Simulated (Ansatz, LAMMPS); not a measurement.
# Elastic response of amorphous Si0.375Ge0.625 (72 atoms), part 2 of 3

Aim: relax amorphous Si0.375Ge0.625 (72 atoms), then change its volume and shape to read moduli from the stress.

Ansatz 0.2.0; Kohn-Sham DFT, PBE, PAW (set soft_2), plane waves.

The cell: 27 Si and 45 Ge. The quench rate of 20 K/ps is many orders above laboratory rates. The starting topology of bonds comes from the classical model. Sampling is at Γ alone.

So far. Step 2 (Single point at the start): The r.m.s. force at the start is 0.26 eV/Å. Step 3 (Cell and atoms relaxed): The relaxation converged after 24 steps, with a largest force component of 0.019 eV/Å.

## 4. Single point at the relaxed geometry

One more single point at the end of the walk gives the fuller output and checks the residual forces.

The input, input.yaml:

```yaml
crystal:
  lattice:
    - [11.53934, -0.06342, 0.07175]
    - [-0.06342, 11.83017, 0.0366]
    - [0.07175, 0.0366, 12.03977]
  atoms:
    - { symbol: Si, position: [0.56167, 0.91952, 0.03418] }
    - { symbol: Si, position: [0.48898, 0.44553, 0.1227] }
    - { symbol: Si, position: [0.3661, 0.13905, 0.08824] }
    - { symbol: Si, position: [0.31806, 0.36569, 0.62029] }
    - { symbol: Si, position: [0.17791, 0.5863, 0.43554] }
    - { symbol: Si, position: [0.08328, 0.84707, 0.297] }
    [... 60 atom lines left out ...]
    - { symbol: Ge, position: [0.64372, 0.21661, 0.18093] }
    - { symbol: Ge, position: [0.63107, 0.51933, 0.59268] }
    - { symbol: Ge, position: [0.41676, 0.56541, 0.85892] }
    - { symbol: Ge, position: [0.55231, 0.25482, 0.37863] }
    - { symbol: Ge, position: [0.68463, 0.40139, 0.42946] }
    - { symbol: Ge, position: [0.52725, 0.05611, 0.43986] }
kpoints:
  mp_grid: { grid: [1, 1, 1] }
hamiltonian:
  xc: pbe
scf:
  occupations: { method: gaussian, width: 0.05 }
output:
  forces: true
  stress: true
  populations: true
  dos:
    method: { smearing: { sigma: 0.1 } }
    de: 0.1
    projected: { site_lists: { Ge: [Ge], Si: [Si] } }
  eigenvalues: true
  write_density: true
  write_potential: true
  volumetric_format: npy
```

Launch:

```sh
$ ansatz run input.yaml --threads 4 --pin off --max-ram 8192MiB --backend cpu --events-out ev --progress --plain --runs-dir out
```

Numbers of over 12 decimals in the logs are rounded to 6 here.

The program printed:

```text
[...]
Crystal: 72 atoms, lattice volume = 1643.452 Å³
Basis set: ecut = 420 eV, 32123 PW (Γ), exchange–correlation on 160×160×162 points (8 copies of the dense FFT grid, shifted against one another)
Bands: 443, of which v1, the nominal top of the filled ones, is band 369 counted from 1 (368 counted from 0)
Symmetry: 1 space group operations
[...]
k-points: 1
[...]
SCF iter   1: F=—  HF=-210425.575864 eV  |F-HF|=—  |Δ(HF+E_count)|=         —  Δρ=3.41e-3  dr2=4.30e-1  ethr=1.77e-3  ⟨swp⟩=6.0  Hψ=1662  notcnv=0  defer=1
[...]
SCF iter  13: F=-210425.481890 eV  HF=-210425.481890 eV  |F-HF|=7.28e-9  |Δ(HF+E_count)|=   2.45e-8  Δρ=4.85e-7  dr2=2.20e-8  ethr=1.36e-11  ⟨swp⟩=6.0  Hψ=2310  notcnv=0
SCF 1 converged in 13 iterations: F = -210425.481890 eV  dr2 = 2.20e-8
[...]
SCF converged after 13 iterations
Free energy (F): -210425.481890 eV
[...]
Internal energy: -210425.481890 eV  (E = F + TS)
E sigma→0 (E₀):  -210425.481890 eV
Entropy (-TS):   -0.000000 eV (-0.000 meV/atom)
Fermi energy:    7.004627 eV
[...]
--- Forces (eV/Å), atoms counted from 1 ---
  atom   1  Si    -0.00334840     0.00077344     0.00655661
  atom   2  Si     0.00010710    -0.01372673    -0.00044733
  atom   3  Si    -0.00499680     0.00007993    -0.00368375
  atom   4  Si    -0.00616156     0.00440767    -0.00619194
  atom   5  Si     0.00673104     0.00767672    -0.00147637
  atom   6  Si    -0.00276937     0.00641594     0.00332880
  atom   7  Si     0.00505827     0.00137418    -0.00228215
  atom   8  Si     0.00297882    -0.00531763     0.00513341
  atom   9  Si     0.00353928    -0.00507471    -0.00756761
  atom  10  Si     0.00085067    -0.01099734    -0.00535095
  atom  11  Si    -0.00098968     0.00018556     0.00041659
  atom  12  Si    -0.00012460     0.00149780    -0.00483894
  atom  13  Si    -0.00734081     0.01218100    -0.00368331
  atom  14  Si     0.00426509     0.00368920    -0.00025498
[...]
atom  71  Ge     0.00371259     0.00367092    -0.00627798
  atom  72  Ge     0.00568317    -0.00743024    -0.00104756
  max |Σ_I F_I| component: 7.50e-6 eV/Å
--- Stress (GPa, compression-positive) ---
        0.006998       0.006052      -0.005083
        0.006052       0.011195      -0.000807
       -0.005083      -0.000807       0.013840
  P = ⅓ Tr σ = 0.0107 GPa (0.107 kbar)
--- Band table (eV) ---
[...]
--- Löwdin populations: 72 sites ---
  site symbol       q [e]
     0     Si      3.9280
     1     Si      3.8826
     2     Si      3.9127
[...]
71     Ge     13.9789
  spilling = 0.002963 (of n_electrons = 738.000000)
```

The job ended after 21 s (4 threads of AMD EPYC 9R14 (Zen 4), shared host; peak memory 2.4 GiB).

Numbers from this run:

* free energy: -210425.4819 eV
* free energy per atom: -2922.5761 eV/atom
* SCF cycles: 13
* pressure: 0.01068 GPa
* r.m.s. force component: 0.00603 eV/Å
* longest force: 0.02752 eV/Å
* Fermi energy: 7.005 eV
* gap (highest filled to lowest empty level): 0.3895 eV
* spilling of the projection: 0.002963

## 5. Volume -3 %

The relaxed cell is scaled evenly and the atoms are relaxed again; the stress at the end gives one point of P(V).

input.yaml, the sections that differ from step 4:

```yaml
crystal:
  lattice:
    - [11.42277, -0.06278, 0.07103]
    - [-0.06278, 11.71067, 0.03623]
    - [0.07103, 0.03623, 11.91815]
  atoms:
    [... the 72 atom lines of step 4 ...]
output:
  forces: true
  eigenvalues: true
  stress: true
relax:
  f_tol: 0.05
  max_steps: 70
# kpoints, hamiltonian, scf: as in step 4
```

The program printed:

```text
Warning: output.stress: scf.convergence.dr2_threshold = 1e-7 eV (the SCF's general default) is looser than the 7.2e-9 eV advised for a printed stress (1e-10 eV for each atom of the cell: 72). What an SCF threshold leaves in a stress goes as its square root, and in the free energy as the threshold itself, and one threshold admits the most on a small cell: [...]
[...]
Crystal: 72 atoms, lattice volume = 1594.149 Å³
Basis set: ecut = 420 eV, 31131 PW (Γ), exchange–correlation on 160×160×160 points (8 copies of the dense FFT grid, shifted against one another)
Bands: 443, of which v1, the nominal top of the filled ones, is band 369 counted from 1 (368 counted from 0)
Symmetry: 1 space group operations
[...]
k-points: 1
[...]
SCF iter   1: F=—  HF=-210425.258249 eV  |F-HF|=—  |Δ(HF+E_count)|=         —  Δρ=3.46e-3  dr2=4.22e-1  ethr=1.77e-3  ⟨swp⟩=6.0  Hψ=1662  notcnv=0  defer=2
[...]
SCF iter   7: F=—  HF=-210425.162863 eV  |F-HF|=—  |Δ(HF+E_count)|=   6.79e-5  Δρ=3.96e-5  dr2=7.17e-5  ethr=6.16e-8  ⟨swp⟩=2.0  Hψ=463  notcnv=0  defer=69
SCF iter   8: F=-210425.162923 eV  HF=-210425.162918 eV  |F-HF|=5.12e-6  |Δ(HF+E_count)|=   5.51e-5  Δρ=1.80e-5  dr2=1.63e-5  ethr=8.47e-9  ⟨swp⟩=10.0  Hψ=1683  notcnv=0
SCF 1 converged in 8 iterations: F = -210425.162923 eV  dr2 = 1.63e-5
[...]
relax step   1: F+E_penalty+E_count = -210425.16292312 eV  Δ(F+E_penalty+E_count) = +0.000e0 eV  max|allowed force component| = 1.951e-1 eV/Å  Δτ_max = 0.0000 Å  (8 SCF iters, dr2 threshold 6.25e-5 eV, accepted)
[...]
relax step   2: F+E_penalty+E_count = -210425.20330685 eV  Δ(F+E_penalty+E_count) = -4.038e-2 eV  max|allowed force component| = 6.727e-2 eV/Å  Δτ_max = 0.0394 Å  (10 SCF iters, accepted)
[...]
relax step   3: F+E_penalty+E_count = -210425.21062953 eV  Δ(F+E_penalty+E_count) = -7.323e-3 eV  max|allowed force component| = 2.799e-2 eV/Å  Δτ_max = 0.0238 Å  (9 SCF iters, accepted)
SCF converged after 9 iterations
Free energy (F): -210425.210630 eV
[...]
Internal energy: -210425.210630 eV  (E = F + TS)
E sigma→0 (E₀):  -210425.210630 eV
Fermi energy:    7.361048 eV
[...]
Σ components = -210425.210630   (vs F -210425.210630, Δ=0.00e0)
--- Forces (eV/Å), atoms counted from 1 ---
  atom   1  Si     0.00842332    -0.00478837     0.00313569
  atom   2  Si    -0.02144945    -0.00527843     0.00198558
  atom   3  Si     0.00505671     0.00230114    -0.00639251
  atom   4  Si    -0.00236022    -0.00625076     0.00048871
[...]
atom  72  Ge     0.00657427     0.00093004    -0.01165127
  max |Σ_I F_I| component: 5.61e-5 eV/Å
--- Stress (GPa, compression-positive) ---
        1.765905       0.046786      -0.037881
        0.046786       1.853793       0.006311
       -0.037881       0.006311       1.808564
  P = ⅓ Tr σ = 1.8094 GPa (18.094 kbar)
--- Band table (eV) ---
[...]
--- Relaxed structure (3 steps of the walk, 3 accepted, 0 SCFs on fresh bases) ---
  F+E_penalty+E_count = -210425.21062953 eV   max|allowed force component| = 2.799e-2 eV/Å
  atoms:
    - { symbol: Si, position: [0.559750, 0.920348, 0.033777] }
    - { symbol: Si, position: [0.488474, 0.447017, 0.123362] }
    - { symbol: Si, position: [0.365412, 0.139514, 0.088004] }
    - { symbol: Si, position: [0.319684, 0.365846, 0.620349] }
[...]
- { symbol: Ge, position: [0.525728, 0.055548, 0.440858] }
```

Run time: 36 s. Hardware: 4 threads; peak memory 2.3 GiB.

The program notes that the SCF threshold is loose for the stress.

The relaxation converged after 3 steps, 0.0477 eV below its start, with a largest force component of 0.028 eV/Å.

Volume -3 %: the energy stands 0.271 eV above that of the reference, at a pressure of 1.81 GPa.

## 6. Volume +3 %

The relaxed cell is scaled to another volume.

Input and log are left out; they have the form of those shown for this kind of step.

The job ended after 40 s (4 threads of AMD EPYC 9R14 (Zen 4), shared host; peak memory 2.5 GiB; 2.5 min of CPU time).

The relaxation converged after 3 steps, 0.0440 eV below its start, with a largest force component of 0.037 eV/Å.

Volume +3 %: the energy stands 0.234 eV above that of the reference, at a pressure of -1.51 GPa.

## 7. Volume -6 %

The relaxed cell is scaled to another volume.

Input and log are left out; they have the form of those shown for this kind of step.

Elapsed: 46 s, on 4 threads of AMD EPYC 9R14 (Zen 4), shared host; peak memory 2.3 GiB.

The relaxation converged after 4 steps, 0.214 eV below its start, with a largest force component of 0.030 eV/Å.

Volume -6 %: the energy stands 1.13 eV above that of the reference, at a pressure of 3.85 GPa.

## 8. Volume +6 %

The relaxed cell is scaled to another volume.

input.yaml, the sections that differ from step 5:

```yaml
crystal:
  lattice:
    - [11.76566, -0.06466, 0.07316]
    - [-0.06466, 12.06219, 0.03732]
    - [0.07316, 0.03732, 12.2759]
  atoms:
    [... the 72 atom lines of step 4 ...]
# kpoints, hamiltonian, scf, output, relax: as in step 5
```

The program printed:

```text
[...]
Crystal: 72 atoms, lattice volume = 1742.059 Å³
Basis set: ecut = 420 eV, 34053 PW (Γ), exchange–correlation on 160×162×180 points (8 copies of the dense FFT grid, shifted against one another)
Bands: 443, of which v1, the nominal top of the filled ones, is band 369 counted from 1 (368 counted from 0)
Symmetry: 1 space group operations
[...]
k-points: 1
[...]
SCF iter   1: F=—  HF=-210424.515683 eV  |F-HF|=—  |Δ(HF+E_count)|=         —  Δρ=3.35e-3  dr2=4.64e-1  ethr=1.77e-3  ⟨swp⟩=6.0  Hψ=1650  notcnv=0  defer=1
[...]
SCF iter   7: F=—  HF=-210424.422429 eV  |F-HF|=—  |Δ(HF+E_count)|=   5.97e-5  Δρ=4.43e-5  dr2=1.31e-4  ethr=7.79e-8  ⟨swp⟩=2.0  Hψ=462  notcnv=0  defer=65
SCF iter   8: F=-210424.422484 eV  HF=-210424.422480 eV  |F-HF|=4.03e-6  |Δ(HF+E_count)|=   5.10e-5  Δρ=2.20e-5  dr2=2.90e-5  ethr=8.47e-9  ⟨swp⟩=8.0  Hψ=1904  notcnv=0
SCF 1 converged in 8 iterations: F = -210424.422484 eV  dr2 = 2.90e-5
[...]
relax step   1: F+E_penalty+E_count = -210424.42248367 eV  Δ(F+E_penalty+E_count) = +0.000e0 eV  max|allowed force component| = 3.180e-1 eV/Å  Δτ_max = 0.0000 Å  (8 SCF iters, dr2 threshold 6.25e-5 eV, accepted)
[...]
relax step   2: F+E_penalty+E_count = -210424.55920543 eV  Δ(F+E_penalty+E_count) = -1.367e-1 eV  max|allowed force component| = 1.074e-1 eV/Å  Δτ_max = 0.0982 Å  (7 SCF iters, dr2 threshold 6.32e-6 eV, accepted)
[...]
relax step   3: F+E_penalty+E_count = -210424.58262378 eV  Δ(F+E_penalty+E_count) = -2.342e-2 eV  max|allowed force component| = 6.999e-2 eV/Å  Δτ_max = 0.0416 Å  (10 SCF iters, accepted)
relax step   4: F+E_penalty+E_count = -210424.59149556 eV  Δ(F+E_penalty+E_count) = -8.872e-3 eV  max|allowed force component| = 5.582e-2 eV/Å  Δτ_max = 0.0416 Å  (9 SCF iters, accepted)
relax step   5: F+E_penalty+E_count = -210424.54127187 eV  Δ(F+E_penalty+E_count) = +5.022e-2 eV  max|allowed force component| = 2.748e-1 eV/Å  Δτ_max = 0.2000 Å  (11 SCF iters, rejected (line search))
[...]
relax step   6: F+E_penalty+E_count = -210424.59686240 eV  Δ(F+E_penalty+E_count) = -5.367e-3 eV  max|allowed force component| = 1.856e-2 eV/Å  Δτ_max = 0.0649 Å  (10 SCF iters, accepted)
SCF converged after 10 iterations
Free energy (F): -210424.596862 eV
[...]
Internal energy: -210424.596862 eV  (E = F + TS)
E sigma→0 (E₀):  -210424.596862 eV
Entropy (-TS):   -0.000000 eV (-0.000 meV/atom)
Fermi energy:    6.339135 eV
[...]
Σ components = -210424.596862   (vs F -210424.596862, Δ=0.00e0)
--- Forces (eV/Å), atoms counted from 1 ---
  atom   1  Si    -0.00757650    -0.00184854     0.00173815
  atom   2  Si    -0.00360955     0.00148131    -0.00036609
  atom   3  Si    -0.00034010    -0.00375162    -0.00060045
  atom   4  Si    -0.00758309    -0.00185154     0.00038736
[...]
atom  72  Ge     0.00544218     0.00040120     0.00001051
  max |Σ_I F_I| component: 4.90e-5 eV/Å
--- Stress (GPa, compression-positive) ---
       -2.653722      -0.122261       0.006273
       -0.122261      -2.833968      -0.054334
        0.006273      -0.054334      -2.732532
  P = ⅓ Tr σ = -2.7401 GPa (-27.401 kbar)
--- Band table (eV) ---
[...]
--- Relaxed structure (6 steps of the walk, 5 accepted, 0 SCFs on fresh bases) ---
  F+E_penalty+E_count = -210424.59686240 eV   max|allowed force component| = 1.856e-2 eV/Å
  atoms:
    - { symbol: Si, position: [0.564638, 0.917109, 0.035049] }
    - { symbol: Si, position: [0.491177, 0.442955, 0.121680] }
    - { symbol: Si, position: [0.367782, 0.138691, 0.089094] }
    - { symbol: Si, position: [0.314629, 0.365852, 0.621223] }
[...]
- { symbol: Ge, position: [0.529259, 0.056189, 0.438689] }
```

Wall time 80 s (4 threads); peak memory 2.5 GiB; 5 min of CPU time.

The relaxation converged after 6 steps, 0.174 eV below its start, with a largest force component of 0.019 eV/Å.

Volume +6 %: the energy stands 0.885 eV above that of the reference, at a pressure of -2.74 GPa.

## 9. Volume -10 %

The relaxed cell is scaled to another volume.

input.yaml, the sections that differ from step 8:

```yaml
crystal:
  lattice:
    - [11.14111, -0.06123, 0.06927]
    - [-0.06123, 11.4219, 0.03534]
    - [0.06927, 0.03534, 11.62427]
  atoms:
    [... the 72 atom lines of step 4 ...]
# kpoints, hamiltonian, scf, output, relax: as in step 8
```

The program printed:

```text
[...]
Crystal: 72 atoms, lattice volume = 1479.106 Å³
Basis set: ecut = 420 eV, 28905 PW (Γ), exchange–correlation on 150×160×160 points (8 copies of the dense FFT grid, shifted against one another)
Bands: 443, of which v1, the nominal top of the filled ones, is band 369 counted from 1 (368 counted from 0)
Symmetry: 1 space group operations
[...]
k-points: 1
[...]
SCF iter   1: F=—  HF=-210421.540447 eV  |F-HF|=—  |Δ(HF+E_count)|=         —  Δρ=3.68e-3  dr2=4.38e-1  ethr=1.77e-3  ⟨swp⟩=6.0  Hψ=1663  notcnv=0  defer=1
[...]
SCF iter   6: F=—  HF=-210421.434687 eV  |F-HF|=—  |Δ(HF+E_count)|=   4.02e-4  Δρ=8.11e-5  dr2=4.57e-4  ethr=1.47e-7  ⟨swp⟩=2.0  Hψ=468  notcnv=0  defer=69
SCF iter   7: F=-210421.434800 eV  HF=-210421.434767 eV  |F-HF|=3.28e-5  |Δ(HF+E_count)|=   7.98e-5  Δρ=4.00e-5  dr2=6.10e-5  ethr=8.47e-9  ⟨swp⟩=9.0  Hψ=1977  notcnv=0
SCF 1 converged in 7 iterations: F = -210421.434800 eV  dr2 = 6.10e-5
[...]
relax step   1: F+E_penalty+E_count = -210421.43480003 eV  Δ(F+E_penalty+E_count) = +0.000e0 eV  max|allowed force component| = 7.460e-1 eV/Å  Δτ_max = 0.0000 Å  (7 SCF iters, dr2 threshold 6.25e-5 eV, accepted)
[...]
relax step   2: F+E_penalty+E_count = -210421.94709707 eV  Δ(F+E_penalty+E_count) = -5.123e-1 eV  max|allowed force component| = 2.550e-1 eV/Å  Δτ_max = 0.1180 Å  (7 SCF iters, dr2 threshold 3.48e-5 eV, accepted)
[...]
relax step   3: F+E_penalty+E_count = -210422.07807587 eV  Δ(F+E_penalty+E_count) = -1.310e-1 eV  max|allowed force component| = 1.088e-1 eV/Å  Δτ_max = 0.0901 Å  (8 SCF iters, dr2 threshold 4.07e-6 eV, accepted)
relax step   4: F+E_penalty+E_count = -210422.11036856 eV  Δ(F+E_penalty+E_count) = -3.229e-2 eV  max|allowed force component| = 6.183e-2 eV/Å  Δτ_max = 0.0654 Å  (10 SCF iters, accepted)
[...]
relax step   5: F+E_penalty+E_count = -210422.12101491 eV  Δ(F+E_penalty+E_count) = -1.065e-2 eV  max|allowed force component| = 4.290e-2 eV/Å  Δτ_max = 0.0475 Å  (9 SCF iters, accepted)
SCF converged after 9 iterations
Free energy (F): -210422.121015 eV
[...]
Internal energy: -210422.121015 eV  (E = F + TS)
E sigma→0 (E₀):  -210422.121015 eV
Fermi energy:    8.288735 eV
[...]
Σ components = -210422.121015   (vs F -210422.121015, Δ=0.00e0)
--- Forces (eV/Å), atoms counted from 1 ---
  atom   1  Si     0.00261567     0.00973011     0.01368422
  atom   2  Si     0.01704646    -0.00329889    -0.00756617
  atom   3  Si    -0.01283032     0.00211464    -0.00931752
  atom   4  Si    -0.00344927     0.01146555    -0.01807186
[...]
atom  72  Ge     0.00374467    -0.00552848     0.01359140
  max |Σ_I F_I| component: 4.81e-5 eV/Å
--- Stress (GPa, compression-positive) ---
        6.979665       0.233080      -0.176236
        0.233080       7.197859       0.085195
       -0.176236       0.085195       7.088404
  P = ⅓ Tr σ = 7.0886 GPa (70.886 kbar)
--- Band table (eV) ---
[...]
--- Relaxed structure (5 steps of the walk, 5 accepted, 0 SCFs on fresh bases) ---
  F+E_penalty+E_count = -210422.12101491 eV   max|allowed force component| = 4.290e-2 eV/Å
  atoms:
    - { symbol: Si, position: [0.555126, 0.926344, 0.034447] }
    - { symbol: Si, position: [0.483170, 0.453451, 0.125400] }
    - { symbol: Si, position: [0.362549, 0.142737, 0.086253] }
    - { symbol: Si, position: [0.327268, 0.365598, 0.618895] }
[...]
- { symbol: Ge, position: [0.519417, 0.053764, 0.441415] }
```

It took 54 s on 4 threads; peak memory 2.2 GiB; 3.4 min of CPU time.

The relaxation converged after 5 steps, 0.686 eV below its start, with a largest force component of 0.043 eV/Å.

Volume -10 %: the energy stands 3.36 eV above that of the reference, at a pressure of 7.09 GPa.

(Continued in part 3 of 3.)

[Logs are printed without paths, hosts, clocks, repeated set-up lines and the standing remarks that a program may print on its own settings, such as how far it seeks lower states.]

[Hosts, paths, dates, database ids (printed as entryN), source tags and the programs' standing remarks are cut or masked in the printed files.]
